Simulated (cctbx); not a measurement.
# Which space group?

Cell: a = 8.5790 Å, b = 8.5790 Å, c = 3.8430 Å, α = 90.00°, β = 90.00°, γ = 120.00°. Expected content of the cell: Tm3 Co6 Cr9.

Simulated single-crystal data (cctbx): Mo Kα, λ = 0.71073 Å, to d = 0.65 Å, 70 % of the full sphere, strongest reflection 5000 counts, noise from counting, a 4 % proportional error and a noise floor of 2 counts (s.d.); no absorption, some extinction.

Tests on the unmerged data give:

```text
2624 reflections to d = 0.650 A
centring   violations  <I/sigma> of those
    A        933 of  1302      7.7
    B        960 of  1299      7.7
    C        971 of  1283      8.0
    I        962 of  1315      7.8
    R       1297 of  1751      8.2
    F       1432 of  1942      7.8
Laue class    unique    Rint  (classes that these axes allow; Friedel mates merged)
P -1             1709   0.044
P 1 1 2/m        1031   0.051
P -3              623   0.055
P -3 1 m          346   0.058
P -3 m 1          366   0.058
P 6/m             353   0.059
P 6/m m m         221   0.060
space group    extra absences  I>4sigma  <I/sigma>
P 6 2 2                 0          0         -  acentric
P 63 2 2                3          0       0.6  acentric
P 6 m m                 0          0         -  acentric
P -6 m 2                0          0         -  acentric
P -6 2 m                0          0         -  acentric
P 6/m m m               0          0         -  centric
Wilson B = 0.39 A^2   <|E^2-1|> = 0.747 (0.968 centric, 0.736 acentric)   E^2>4: 0.5 %
shell (A)         n   <I/sigma>
 7.43 - 1.30     37     28.3
 1.30 - 1.03     29     29.3
 1.03 - 0.90     31     27.1
 0.90 - 0.82     25     26.3
 0.82 - 0.76     23     23.0
 0.76 - 0.72     26     27.1
 0.72 - 0.68     26     21.1
 0.68 - 0.65     24     22.3
```

Q: Read the symmetry from these tables.

Every centring test has many violations, so the lattice is primitive.

Rint stays low (0.044 to 0.060) up to P 6/m m m, the highest class in these axes.

6 settings pass the absence test. The most absences obeyed, 3, belong to P 63 2 2 alone.

⟨|E²−1|⟩ = 0.747 leans to a non-centrosymmetric structure. Here that hint misleads: the statistic assumes many like atoms on general positions, and few, heavy or special-position atoms break it. The Wilson B of 0.39 Å² means U ≈ 0.0049 Å².

The true group is P6/mmm (no. 191), Laue class 6/mmm, centrosymmetric. It passes the tests but isn't the first choice, because the arrangement of the atoms makes further classes of reflections very weak or absent.

The model was made for the exercise: a known structure type with other elements put in, its volume estimated, not relaxed; displacement parameters are assumed.

[Logs are printed without paths, hosts, clocks, repeated set-up lines and the standing remarks that a program may print on its own settings, such as how far it seeks lower states.]
